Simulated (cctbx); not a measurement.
# Accept or mend?

Cell a = 8.9620 Å, b = 3.2060 Å, c = 7.5260 Å, α = 90.00°, β = 120.27°, γ = 90.00°; space group Cm (no. 8).

Simulated single-crystal data (cctbx): synchrotron X-rays, λ = 0.4959 Å, to d = 0.65 Å, 50 % of the full sphere, strongest reflection 5000 counts, noise from counting, a 4 % proportional error and a noise floor of 15 counts (s.d.); no absorption.

An anisotropic refinement with weights 1/σ² prints:

```text
Rint 0.036, 559 unique reflections to 0.65 A
cycle     R1     wR2    GooF  max shift (A)
   1  0.1224  0.2715   3.882   0.00000
final R1 0.1224 wR2 0.2715 GooF 3.882  parameters 36  data/parameter 15.5
atom        x        y        z      Ueq    occ   su(xyz)  su(Uiso or U11)
Pt1    0.66230  0.50000  0.21677   0.0083  1.000  0.00035  0.0011
Mo1    0.34388  0.50000  0.79802   0.0203  1.000  0.00108  0.0036
As1    0.13438  0.00000  0.53208   0.0139  1.000  0.00130  0.0039
As2    0.89856  0.50000  0.10767   0.0150  1.000  0.00138  0.0040
P1     0.09637  0.50000  0.88784   0.0193  1.000  0.00446  0.0106
P2     0.85801  0.00000  0.48203   0.0072  1.000  0.00307  0.0075
difference map: max 42.81 min -12.82 rms 2.24
Q1    0.0973  0.5000  0.8890    2   43.32  0.01 A from P1
Q2    0.2293  0.5000  0.5448    2   27.46  1.45 A from P2
Q3    0.4153  0.0000  0.1378    2   17.33  0.20 A from As2
Q4    0.1593  0.1108  0.2124    4   14.97  0.36 A from Pt1
Q5    0.4542  0.5000  0.4163    2   14.29  1.19 A from P2
Q6    0.2014  0.5000  0.8717    2   12.61  1.01 A from P1
```

**Question.** Can this result stand? If not, what is the likely fault?

Mend it. The fault: wrong element: P1 is As. Against the right model at the same level, R1 goes from 0.0312 to 0.1224 and GooF from 0.99 to 3.88 and the top difference peak, 43.3 e/Å³, lies on P1. P1 has 18 electrons too few and its U shrinks to make up, as expected.

The compound is MoAs3PPt. The right model at the same level gives:

```text
Rint 0.036, 559 unique reflections to 0.65 A
cycle     R1     wR2    GooF  max shift (A)
   1  0.0654  0.1443   2.064   0.01011
   2  0.0312  0.0690   0.986   0.00036
final R1 0.0312 wR2 0.0690 GooF 0.986  parameters 36  data/parameter 15.5
atom        x        y        z      Ueq    occ   su(xyz)  su(Uiso or U11)
Pt1    0.66215  0.50000  0.21654   0.0084  1.000  0.00009  0.0002
Mo1    0.34360  0.50000  0.79721   0.0213  1.000  0.00026  0.0011
As1    0.13433  0.00000  0.53175   0.0139  1.000  0.00032  0.0009
As2    0.89957  0.50000  0.10909   0.0160  1.000  0.00034  0.0009
As3    0.09673  0.50000  0.88938   0.0226  1.000  0.00048  0.0012
P1     0.85794  0.00000  0.48175   0.0096  1.000  0.00078  0.0016  NPD
Flack x: 0.02(6)
Hooft y: 0.060(80)  Bijvoet pairs: 189
difference map: max 2.26 min -2.60 rms 0.55
Q1    0.3905  0.0000  0.7394    2    2.32  1.61 A from As3
Q2    0.1001  0.5000  0.0953    2    2.13  1.53 A from As3
Q3    0.4399  0.5000  0.6821    2    2.05  1.30 A from P1
Q4    0.3592  0.0000  0.3990    2    1.99  1.60 A from Pt1
Q5    0.1336  0.1099  0.7007    4    1.93  1.32 A from As1
Q6    0.2538  0.2502  0.9110    4    1.86  1.56 A from As3
```

The model is made up (kin elements in a known structure type, no relaxation), so it says nothing on whether the phase exists.

[Middle refinement cycles are left out of these outputs.]

[Logs are printed without paths, hosts, clocks, repeated set-up lines and the standing remarks that a program may print on its own settings, such as how far it seeks lower states.]
